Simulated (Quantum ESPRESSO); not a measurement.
# Voltage at the next charge: Be(0001), 4 layers against an electrode

Method. Quantum ESPRESSO 7.5, PBEsol, GBRV ultrasoft; ESM with bc3, a metal electrode 4.98 Å above the top atoms; cell area 4.542 Å²; ions fixed. V is the potential energy of an electron at the electrode over the slab's Fermi level, divided by e, so that it equals the work function at zero charge; positive charge removes electrons.

```
charge (e a cell)  V (V)
                0  5.396
           0.0068  6.359
           0.0136  7.330
```

To predict: What is V at a charge of 0.0272 e, and what capacitance do the rows imply?

**Fit.** The last two rows give dV/dq = (7.330 − 6.359)/(0.0136 − 0.0068) = 142.8 V/e, so C = 1602/(4.542 × 142.8) = 2.47 µF/cm², an effective gap of 8.854/2.47 = 3.58 Å. At constant C, V = 7.330 + 142.8 × 0.0136 = 9.27 V.

What the calculation gave: V = 9.295 V; the estimate misses by −0.02 V, 1.2 % of the step. Over the three intervals C goes 2.49, 2.47 and 2.44 µF/cm².

**Limits.** Vacuum fills the gap; a dielectric or electrolyte would change C. The slab is thin.

[Logs are printed without paths, hosts, clocks, repeated set-up lines and the standing remarks that a program may print on its own settings, such as how far it seeks lower states.]
